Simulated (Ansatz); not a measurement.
# Localised basis functions on Σ13 (111) twist boundary in Si (312 atoms), part 2 of 3

Wanted: errors and times of a linear-scaling basis for Σ13 (111) twist boundary in Si (312 atoms). A setting counts as converged where the r.m.s. difference of forces stays under 1 % of the r.m.s. force.

Ansatz 0.2.0; Kohn-Sham DFT, PBE, PAW (set soft_2), plane waves.

The cell: 312 Si. The host structure and its lattice constant were typed by rule, without a check against the phase diagram. Only the Γ point is sampled, in a cell whose shortest periodic width is 12 Å.

So far. Step 4 (Support functions low): Forces differ from the reference by 0.88 meV/Å r.m.s., 0.73 % of their size, within a tolerance of 1 %; the energy by -0.37 meV/atom. Step 5 (Support functions high): Forces differ from the reference by 0.82 meV/Å r.m.s., 0.67 % of their size, within a tolerance of 1 %; the energy by -0.31 meV/atom. It took 13 min and 15 cycles; the reference's time can't be set against it, since the two runs asked for unlike analyses.

**6. Support functions medium, spacing 0.463 Å (grid laid 0.462 Å)**

The grid spacing sets how fine a wave the support functions can hold. The typed value is an upper bound: the grid laid has 30×30×90 points, 0.462 Å apart at most.

This step: Kohn-Sham DFT, PBE, PAW (set soft_2), localised support functions (medium) (Ansatz 0.2.0).

Contents of input.yaml:

```yaml
crystal:
  lattice:
    - [13.84639, 0.0, 0.0]
    - [-6.92319, 11.99132, 0.0]
    - [0.0, 0.0, 37.38589]
  atoms:
    [... the 312 atom lines of step 2 ...]
kpoints:
  mp_grid: { grid: [1, 1, 1] }
hamiltonian:
  xc: pbe
scf:
  occupations: { method: gaussian, width: 0.05 }
  eigensolver: { kind: { support_functions: { accuracy: medium, spacing: 0.463 } } }
  mixing: { beta: 0.2 }
  max_iter: 150
output:
  forces: true
  eigenvalues: true
```

Command:

```sh
ansatz run input.yaml --threads 4 --pin off --max-ram 15872MiB --backend cpu --events-out ev --progress --plain --runs-dir out
```

Numbers of over 12 decimals in the logs are rounded to 6 here.

Output:

```text
Warning: scf.eigensolver.kind.support_functions: disabling space-group detection — the functions' gradient is summed over unrotated k-points, so no spatial operation reduces the k-mesh or symmetrises the density; time reversal is kept, so that k and −k are solved as one point where they differ and the mesh holds both, and exact exchange and, on two spinor components, a DFT+U term hold to it where the run has them: [...]
settings of this run that can trade accuracy for cost: scf.eigensolver.kind.support_functions [...]
Engine: ansatz 0.2.0, aarch64-unknown-linux-gnu
Pseudopotentials: kind: paw
Pseudopotential: Si, paw, valence charge 4, recommended cutoff 420 eV (normal), Si.paw.azcp
[... 5 lines on functional and potentials left out ...]
Crystal: 312 atoms, lattice volume = 6207.422 Å³
Basis set: ecut = 420 eV, 121283 PW (Γ), exchange–correlation on 192×192×500 points (8 copies of the dense FFT grid, shifted against one another)
Bands: 749, of which v1, the nominal top of the filled ones, is band 624 counted from 1 (623 counted from 0)
Symmetry: 1 space group operations
k-points: 1
[... 3 lines on functional and potentials left out ...]
Initial density: superposition of atomic densities (chi_scale 0.1, normalization cell)
Initial wavefunctions: pseudopotential atomic-orbital guess
Eigensolver: Support functions (medium, 30×30×90 points, laid for a spacing of at most 0.463000 Å, radius 4.057414 Å, 1 species' potentials softened for the grid, 1 wholly corrected for its errors in the mean over positions, 1 with the egg-box correction, energy correction by stochastic trace)
Functional: x = pbe(κ = 0.804, μ = 0.219515), c = pbe(β = 0.066725)
SCF iter   1: F=—  HF=-198232.851995 eV  |F-HF|=—  |Δ(HF+E_count)|=         —  Δρ=3.92e-2  dr2=8.59e1  ethr=1.00e-1
preconditioner: auto → Resta (q_TF=auto, 2.088 Å⁻¹)  ε∞=10.5  [insulator: Δε(μ)=0.108 eV  Ē_g=7.641 eV  σ=0.050 eV  W_gap=0.52  n_scr=978 (ndim 8)  ℏωp=16.6 eV  f_vac=0.000  D(μ)=71.12/eV (n_scr^D=310)  ε∞_Penn≈5.7]
SCF iter   2: F=—  HF=-198375.779442 eV  |F-HF|=—  |Δ(HF+E_count)|=    1.43e2  Δρ=4.00e-2  dr2=9.55e1  ethr=6.88e-3
SCF iter   3: F=—  HF=-198380.550380 eV  |F-HF|=—  |Δ(HF+E_count)|=    4.77e0  Δρ=3.29e-2  dr2=6.58e1  ethr=6.88e-3  κ⁻¹=1.0e0(r=1)
SCF iter   4: F=—  HF=-198367.170700 eV  |F-HF|=—  |Δ(HF+E_count)|=    1.34e1  Δρ=4.79e-3  dr2=2.85e0  ethr=5.27e-3  κ⁻¹=3.8e-4(r=2)
SCF iter   5: F=—  HF=-198367.696485 eV  |F-HF|=—  |Δ(HF+E_count)|=   5.26e-1  Δρ=3.71e-3  dr2=1.38e0  ethr=2.28e-4  κ⁻¹=2.6e-4(r=3)
SCF iter   6: F=—  HF=-198368.215796 eV  |F-HF|=—  |Δ(HF+E_count)|=   5.19e-1  Δρ=1.96e-3  dr2=4.28e-1  ethr=1.10e-4  κ⁻¹=3.3e-5(r=4)
SCF iter   7: F=—  HF=-198368.418798 eV  |F-HF|=—  |Δ(HF+E_count)|=   2.03e-1  Δρ=1.08e-3  dr2=1.08e-1  ethr=3.43e-5  κ⁻¹=1.1e-5(r=5)
SCF iter   8: F=—  HF=-198368.555737 eV  |F-HF|=—  |Δ(HF+E_count)|=   1.37e-1  Δρ=3.15e-4  dr2=1.37e-2  ethr=8.62e-6  κ⁻¹=4.7e-7(r=6)
Error: SIGTERM received: cancelled by the caller after 8 completed SCF iterations
```

Elapsed: 100 s, on 4 threads of Arm Neoverse V2, shared host; peak memory 5.6 GiB.

Residual by cycle:

cycle, log10 residual and a bar from the least value:
```
        1        1.9 ##############################
        2        2.0 ##############################
        3        1.8 #############################
        4        0.5 ##################
        5        0.1 ################
        6       -0.4 ############
        7       -1.0 #######
        8       -1.9
```

The run was cut off at its time limit.

After 8 cycles the residual stands at 0.014.

The program's message: “Error: SIGTERM received: cancelled by the caller after 8 completed SCF iterations”

The session had allowed this step about 100 s.

**7. Support functions medium, spacing 0.386 Å (grid laid 0.385 Å)**

The grid spacing sets how fine a wave the support functions can hold. The typed value is an upper bound: the grid laid has 36×36×108 points, 0.385 Å apart at most.

input.yaml, the sections that differ from step 6:

```yaml
scf:
  occupations: { method: gaussian, width: 0.05 }
  eigensolver: { kind: { support_functions: { accuracy: medium, spacing: 0.386 } } }
  mixing: { beta: 0.2 }
  max_iter: 150
# crystal, kpoints, hamiltonian, output: as in step 6
```

Output:

```text
Warning: scf.eigensolver.kind.support_functions: disabling space-group detection — the functions' gradient is summed over unrotated k-points, so no spatial operation reduces the k-mesh or symmetrises the density; time reversal is kept, so that k and −k are solved as one point where they differ and the mesh holds both, and exact exchange and, on two spinor components, a DFT+U term hold to it where the run has them: [...]
settings of this run that can trade accuracy for cost: scf.eigensolver.kind.support_functions [...]
Engine: ansatz 0.2.0, aarch64-unknown-linux-gnu
Pseudopotentials: kind: paw
Pseudopotential: Si, paw, valence charge 4, recommended cutoff 420 eV (normal), Si.paw.azcp
Functional definition: PBE
  parameter kappa = 0.804
  parameter beta = 0.066725
  exchange = pbe_x(kappa = kappa, mu = beta*pi^2/3)
  correlation = pbe_c(beta = beta)
Crystal: 312 atoms, lattice volume = 6207.422 Å³
Basis set: ecut = 420 eV, 121283 PW (Γ), exchange–correlation on 192×192×500 points (8 copies of the dense FFT grid, shifted against one another)
Bands: 749, of which v1, the nominal top of the filled ones, is band 624 counted from 1 (623 counted from 0)
Symmetry: 1 space group operations
k-points: 1
Non-local potential: Si, projectors of the file, l = 0: 2, l = 1: 2, l = 2: 2
PAW form: soft (Blöchl's): semilocal exchange-correlation on the pseudo side does not see the compensation charge
PAW one-centre angular grid: Si, 110 points (default); XC on 64 Gauss nodes
Initial density: superposition of atomic densities (chi_scale 0.1, normalization cell)
Initial wavefunctions: pseudopotential atomic-orbital guess
Eigensolver: Support functions (medium, 36×36×108 points, laid for a spacing of at most 0.386000 Å, radius 4.057414 Å, 1 species' potentials softened for the grid, 1 wholly corrected for its errors in the mean over positions, 1 with the egg-box correction, energy correction by stochastic trace)
Functional: x = pbe(κ = 0.804, μ = 0.219515), c = pbe(β = 0.066725)
SCF iter   1: F=—  HF=-198261.248443 eV  |F-HF|=—  |Δ(HF+E_count)|=         —  Δρ=3.88e-2  dr2=8.31e1  ethr=1.00e-1
preconditioner: auto → Resta (q_TF=auto, 2.088 Å⁻¹)  ε∞=10.6  [insulator: Δε(μ)=0.121 eV  Ē_g=7.611 eV  σ=0.050 eV  W_gap=0.73  n_scr=978 (ndim 8)  ℏωp=16.6 eV  f_vac=0.000  D(μ)=82.31/eV (n_scr^D=396)  ε∞_Penn≈5.8]
SCF iter   2: F=—  HF=-198363.048250 eV  |F-HF|=—  |Δ(HF+E_count)|=    1.02e2  Δρ=3.96e-2  dr2=9.26e1  ethr=6.66e-3
SCF iter   3: F=—  HF=-198364.234128 eV  |F-HF|=—  |Δ(HF+E_count)|=    1.19e0  Δρ=3.29e-2  dr2=6.53e1  ethr=6.66e-3  κ⁻¹=1.0e0(r=1)
SCF iter   4: F=—  HF=-198350.096218 eV  |F-HF|=—  |Δ(HF+E_count)|=    1.41e1  Δρ=4.14e-3  dr2=2.08e0  ethr=5.23e-3  κ⁻¹=1.2e-4(r=2)
SCF iter   5: F=—  HF=-198350.537622 eV  |F-HF|=—  |Δ(HF+E_count)|=   4.41e-1  Δρ=3.87e-3  dr2=1.43e0  ethr=1.67e-4  κ⁻¹=1.0e-4(r=3)
SCF iter   6: F=—  HF=-198351.031856 eV  |F-HF|=—  |Δ(HF+E_count)|=   4.94e-1  Δρ=2.40e-3  dr2=6.37e-1  ethr=1.14e-4  κ⁻¹=3.4e-5(r=4)
SCF iter   7: F=—  HF=-198351.259040 eV  |F-HF|=—  |Δ(HF+E_count)|=   2.27e-1  Δρ=1.04e-3  dr2=1.16e-1  ethr=5.10e-5  κ⁻¹=4.9e-6(r=5)
SCF iter   8: F=—  HF=-198351.374965 eV  |F-HF|=—  |Δ(HF+E_count)|=   1.16e-1  Δρ=3.11e-4  dr2=9.88e-3  ethr=9.33e-6  κ⁻¹=2.7e-7(r=6)
SCF iter   9: F=—  HF=-198351.392719 eV  |F-HF|=—  |Δ(HF+E_count)|=   1.78e-2  Δρ=1.32e-4  dr2=1.10e-3  ethr=7.92e-7  κ⁻¹=2.0e-7(r=7)
SCF iter  10: F=—  HF=-198351.407738 eV  |F-HF|=—  |Δ(HF+E_count)|=   1.50e-2  Δρ=6.27e-5  dr2=3.93e-4  ethr=8.78e-8  κ⁻¹=1.0e-7(r=7)
SCF iter  11: F=—  HF=-198351.418157 eV  |F-HF|=—  |Δ(HF+E_count)|=   1.04e-2  Δρ=4.47e-5  dr2=1.68e-4  ethr=3.15e-8  κ⁻¹=1.0e-6(r=7)
SCF iter  12: F=—  HF=-198351.426716 eV  |F-HF|=—  |Δ(HF+E_count)|=   8.56e-3  Δρ=1.88e-5  dr2=4.27e-5  ethr=1.35e-8  κ⁻¹=1.3e-7(r=7)
SCF iter  13: F=—  HF=-198351.433779 eV  |F-HF|=—  |Δ(HF+E_count)|=   7.06e-3  Δρ=9.79e-6  dr2=7.88e-6  ethr=3.42e-9  κ⁻¹=4.2e-7(r=7)
```

Elapsed: 3 min, on 4 threads; peak memory 6 GiB.

Residual by cycle:

cycle, log10 residual and a bar from the least value:
```
        1        1.9 ##############################
        2        2.0 ##############################
        3        1.8 #############################
        4        0.3 #######################
        5        0.2 ######################
        6       -0.2 #####################
        8       -2.0 #############
        9       -3.0 #########
       10       -3.4 #######
       11       -3.8 ######
       12       -4.4 ###
       13       -5.1
```

The run was cut off at its time limit.

After 13 cycles the residual stands at 7.9e-6.

The session had allowed this step about 3 min.

**8. Support functions medium, spacing 0.334 Å (grid laid 0.312 Å)**

The grid spacing sets how fine a wave the support functions can hold. The typed value is an upper bound: the grid laid has 48×48×120 points, 0.312 Å apart at most.

input.yaml, the sections that differ from step 7:

```yaml
scf:
  occupations: { method: gaussian, width: 0.05 }
  eigensolver: { kind: { support_functions: { accuracy: medium, spacing: 0.334 } } }
  mixing: { beta: 0.2 }
  max_iter: 150
# crystal, kpoints, hamiltonian, output: as in step 7
```

Output:

```text
Warning: scf.eigensolver.kind.support_functions: disabling space-group detection — the functions' gradient is summed over unrotated k-points, so no spatial operation reduces the k-mesh or symmetrises the density; time reversal is kept, so that k and −k are solved as one point where they differ and the mesh holds both, and exact exchange and, on two spinor components, a DFT+U term hold to it where the run has them: [...]
settings of this run that can trade accuracy for cost: scf.eigensolver.kind.support_functions [...]
Engine: ansatz 0.2.0, aarch64-unknown-linux-gnu
Pseudopotentials: kind: paw
Pseudopotential: Si, paw, valence charge 4, recommended cutoff 420 eV (normal), Si.paw.azcp
Functional definition: PBE
  parameter kappa = 0.804
  parameter beta = 0.066725
  exchange = pbe_x(kappa = kappa, mu = beta*pi^2/3)
  correlation = pbe_c(beta = beta)
Crystal: 312 atoms, lattice volume = 6207.422 Å³
Basis set: ecut = 420 eV, 121283 PW (Γ), exchange–correlation on 192×192×500 points (8 copies of the dense FFT grid, shifted against one another)
Bands: 749, of which v1, the nominal top of the filled ones, is band 624 counted from 1 (623 counted from 0)
Symmetry: 1 space group operations
k-points: 1
Non-local potential: Si, projectors of the file, l = 0: 2, l = 1: 2, l = 2: 2
PAW form: soft (Blöchl's): semilocal exchange-correlation on the pseudo side does not see the compensation charge
PAW one-centre angular grid: Si, 110 points (default); XC on 64 Gauss nodes
Initial density: superposition of atomic densities (chi_scale 0.1, normalization cell)
Initial wavefunctions: pseudopotential atomic-orbital guess
Eigensolver: Support functions (medium, 48×48×120 points, laid for a spacing of at most 0.334000 Å, radius 4.057414 Å, 1 species' potentials softened for the grid, 1 wholly corrected for its errors in the mean over positions, 1 with the egg-box correction, energy correction by stochastic trace)
Functional: x = pbe(κ = 0.804, μ = 0.219515), c = pbe(β = 0.066725)
SCF iter   1: F=—  HF=-198286.543102 eV  |F-HF|=—  |Δ(HF+E_count)|=         —  Δρ=3.88e-2  dr2=8.28e1  ethr=1.00e-1
preconditioner: auto → Resta (q_TF=auto, 2.088 Å⁻¹)  ε∞=10.6  [insulator: Δε(μ)=0.127 eV  Ē_g=7.599 eV  σ=0.050 eV  W_gap=0.75  n_scr=978 (ndim 8)  ℏωp=16.6 eV  f_vac=0.000  D(μ)=83.91/eV (n_scr^D=396)  ε∞_Penn≈5.8]
SCF iter   2: F=—  HF=-198363.458481 eV  |F-HF|=—  |Δ(HF+E_count)|=    7.69e1  Δρ=3.95e-2  dr2=9.18e1  ethr=6.63e-3
SCF iter   3: F=—  HF=-198362.718662 eV  |F-HF|=—  |Δ(HF+E_count)|=   7.40e-1  Δρ=3.29e-2  dr2=6.52e1  ethr=6.63e-3  κ⁻¹=1.0e0(r=1)
SCF iter   4: F=—  HF=-198348.122717 eV  |F-HF|=—  |Δ(HF+E_count)|=    1.46e1  Δρ=4.18e-3  dr2=1.92e0  ethr=5.22e-3  κ⁻¹=6.7e-5(r=2)
SCF iter   5: F=—  HF=-198348.424767 eV  |F-HF|=—  |Δ(HF+E_count)|=   3.02e-1  Δρ=4.02e-3  dr2=1.51e0  ethr=1.54e-4  κ⁻¹=5.8e-5(r=3)
SCF iter   6: F=—  HF=-198348.855688 eV  |F-HF|=—  |Δ(HF+E_count)|=   4.31e-1  Δρ=2.70e-3  dr2=8.22e-1  ethr=1.21e-4  κ⁻¹=2.8e-5(r=4)
SCF iter   7: F=—  HF=-198349.134640 eV  |F-HF|=—  |Δ(HF+E_count)|=   2.79e-1  Δρ=1.10e-3  dr2=1.46e-1  ethr=6.59e-5  κ⁻¹=2.9e-6(r=5)
SCF iter   8: F=—  HF=-198349.228765 eV  |F-HF|=—  |Δ(HF+E_count)|=   9.41e-2  Δρ=3.72e-4  dr2=1.27e-2  ethr=1.17e-5  κ⁻¹=1.6e-7(r=6)
SCF iter   9: F=—  HF=-198349.240929 eV  |F-HF|=—  |Δ(HF+E_count)|=   1.22e-2  Δρ=1.43e-4  dr2=1.19e-3  ethr=1.02e-6  κ⁻¹=1.4e-7(r=7)
SCF iter  10: F=—  HF=-198349.253197 eV  |F-HF|=—  |Δ(HF+E_count)|=   1.23e-2  Δρ=7.72e-5  dr2=6.07e-4  ethr=9.57e-8  κ⁻¹=8.9e-8(r=7)
SCF iter  11: F=—  HF=-198349.261588 eV  |F-HF|=—  |Δ(HF+E_count)|=   8.39e-3  Δρ=5.65e-5  dr2=2.70e-4  ethr=4.87e-8  κ⁻¹=9.7e-7(r=7)
SCF iter  12: F=—  HF=-198349.268599 eV  |F-HF|=—  |Δ(HF+E_count)|=   7.01e-3  Δρ=1.78e-5  dr2=3.49e-5  ethr=2.16e-8  κ⁻¹=1.2e-7(r=7)
SCF iter  13: F=—  HF=-198349.274445 eV  |F-HF|=—  |Δ(HF+E_count)|=   5.85e-3  Δρ=7.34e-6  dr2=4.57e-6  ethr=2.80e-9  κ⁻¹=1.9e-7(r=7)
```

Elapsed: 4.4 min, on 4 threads; peak memory 6.8 GiB.

Residual by cycle:

cycle, log10 residual and a bar from the least value:
```
        1        1.9 ##############################
        2        2.0 ##############################
        3        1.8 #############################
        4        0.3 #######################
        5        0.2 #######################
        6       -0.1 ######################
        8       -1.9 ##############
        9       -2.9 ##########
       10       -3.2 #########
       11       -3.6 #######
       12       -4.5 ####
       13       -5.3
```

The run was cut off at its time limit.

After 13 cycles the residual stands at 4.6e-6.

The session had allowed this step about 4.4 min.

**9. Support functions medium, spacing 0.296 Å (grid laid 0.288 Å)**

The grid spacing sets how fine a wave the support functions can hold. The typed value is an upper bound: the grid laid has 48×48×144 points, 0.288 Å apart at most.

input.yaml, the sections that differ from step 8:

```yaml
scf:
  occupations: { method: gaussian, width: 0.05 }
  eigensolver: { kind: { support_functions: { accuracy: medium, spacing: 0.296 } } }
  mixing: { beta: 0.2 }
  max_iter: 150
# crystal, kpoints, hamiltonian, output: as in step 8
```

Output:

```text
[...]
Crystal: 312 atoms, lattice volume = 6207.422 Å³
Basis set: ecut = 420 eV, 121283 PW (Γ), exchange–correlation on 192×192×500 points (8 copies of the dense FFT grid, shifted against one another)
Bands: 749, of which v1, the nominal top of the filled ones, is band 624 counted from 1 (623 counted from 0)
Symmetry: 1 space group operations
k-points: 1
[...]
SCF iter   1: F=—  HF=-198289.730509 eV  |F-HF|=—  |Δ(HF+E_count)|=         —  Δρ=3.87e-2  dr2=8.27e1  ethr=1.00e-1
[...]
SCF iter  13: F=—  HF=-198349.285095 eV  |F-HF|=—  |Δ(HF+E_count)|=   5.68e-3  Δρ=6.38e-6  dr2=3.42e-6  ethr=2.15e-9  κ⁻¹=9.9e-8(r=7)
SCF iter  14: F=-198349.289972 eV  HF=-198349.289972 eV  |F-HF|=1.85e-7  |Δ(HF+E_count)|=   4.88e-3  Δρ=3.21e-6  dr2=1.05e-6  ethr=2.74e-10
SCF 1 converged in 14 iterations: F = -198349.406612 eV  dr2 = 1.05e-6
[...]
SCF converged after 14 iterations
[...]
Free energy (F): -198349.406612 eV
[...]
Internal energy: -198349.316555 eV  (E = F + TS)
E sigma→0 (E₀):  -198349.361584 eV
Entropy (-TS):   -0.090057 eV (-0.289 meV/atom)
Fermi energy:    6.438064 eV
[...]
Σ components = -198349.406612   (vs F -198349.406612, Δ=0.00e0)
--- Forces (eV/Å), atoms counted from 1 ---
  atom   1  Si     0.49763903     0.52525892    -0.03529088
  atom   2  Si    -0.20864221    -0.06869422     0.19238666
  atom   3  Si     0.02911184     0.02641789     0.21068914
  atom   4  Si    -0.01262729     0.01941526    -0.05189737
[...]
atom 312  Si     0.00637962    -0.00561617    -0.20265779
  max |Σ_I F_I| component: 6.33e-2 eV/Å
--- Band table (eV) ---
[...]
```

Wall time 4.6 min (4 threads); peak memory 6.9 GiB; 18 min of CPU time.

The program notes that the grid leaves an egg-box force.

Keys that differ from the reference: support_functions.accuracy = "medium", support_functions.spacing = 0.296, scf.max_iter = 150 and scf.mixing.beta = 0.2.

Forces differ from the reference by 0.92 meV/Å r.m.s., 0.76 % of their size, within a tolerance of 1 %; the energy by -0.60 meV/atom.

**10. Support functions medium, spacing 0.231 Å (grid laid 0.231 Å)**

The grid spacing sets how fine a wave the support functions can hold. The typed value is an upper bound: the grid laid has 60×60×162 points, 0.231 Å apart at most.

input.yaml, the sections that differ from step 9:

```yaml
scf:
  occupations: { method: gaussian, width: 0.05 }
  eigensolver: { kind: { support_functions: { accuracy: medium, spacing: 0.231 } } }
  mixing: { beta: 0.2 }
  max_iter: 150
# crystal, kpoints, hamiltonian, output: as in step 9
```

Output:

```text
[...]
Crystal: 312 atoms, lattice volume = 6207.422 Å³
Basis set: ecut = 420 eV, 121283 PW (Γ), exchange–correlation on 192×192×500 points (8 copies of the dense FFT grid, shifted against one another)
Bands: 749, of which v1, the nominal top of the filled ones, is band 624 counted from 1 (623 counted from 0)
Symmetry: 1 space group operations
k-points: 1
[...]
SCF iter   1: F=—  HF=-198297.128539 eV  |F-HF|=—  |Δ(HF+E_count)|=         —  Δρ=3.87e-2  dr2=8.27e1  ethr=1.00e-1
[...]
SCF iter  13: F=—  HF=-198349.199471 eV  |F-HF|=—  |Δ(HF+E_count)|=   5.01e-3  Δρ=1.38e-5  dr2=1.70e-5  ethr=4.76e-9  κ⁻¹=3.6e-7(r=7)
SCF iter  14: F=-198349.203816 eV  HF=-198349.203817 eV  |F-HF|=1.14e-6  |Δ(HF+E_count)|=   4.35e-3  Δρ=5.28e-6  dr2=2.38e-6  ethr=1.36e-9
SCF 1 converged in 14 iterations: F = -198349.306253 eV  dr2 = 2.38e-6
[...]
SCF converged after 14 iterations
[...]
Free energy (F): -198349.306253 eV
[...]
Internal energy: -198349.216199 eV  (E = F + TS)
E sigma→0 (E₀):  -198349.261226 eV
Entropy (-TS):   -0.090054 eV (-0.289 meV/atom)
Fermi energy:    6.437935 eV
[...]
Σ components = -198349.306253   (vs F -198349.306253, Δ=0.00e0)
--- Forces (eV/Å), atoms counted from 1 ---
  atom   1  Si     0.49771515     0.52570699    -0.03568011
  atom   2  Si    -0.20868057    -0.06830114     0.19266652
  atom   3  Si     0.02902144     0.02669165     0.21076338
  atom   4  Si    -0.01279087     0.01882188    -0.05171272
[...]
atom 312  Si     0.00597921    -0.00607286    -0.20246545
  max |Σ_I F_I| component: 4.74e-3 eV/Å
--- Band table (eV) ---
[...]
```

Elapsed: 5.8 min, on 4 threads; peak memory 7.8 GiB; 23 min of CPU time.

Keys that differ from the reference: support_functions.accuracy = "medium", support_functions.spacing = 0.231, scf.max_iter = 150 and scf.mixing.beta = 0.2.

Forces differ from the reference by 0.85 meV/Å r.m.s., 0.70 % of their size, within a tolerance of 1 %; the energy by -0.27 meV/atom.

[end of part 2 of 3]

[Logs are printed without paths, hosts, clocks, repeated set-up lines and the standing remarks that a program may print on its own settings, such as how far it seeks lower states.]

[Hosts, paths, dates, database ids (printed as entryN), source tags and the programs' standing remarks are cut or masked in the printed files.]
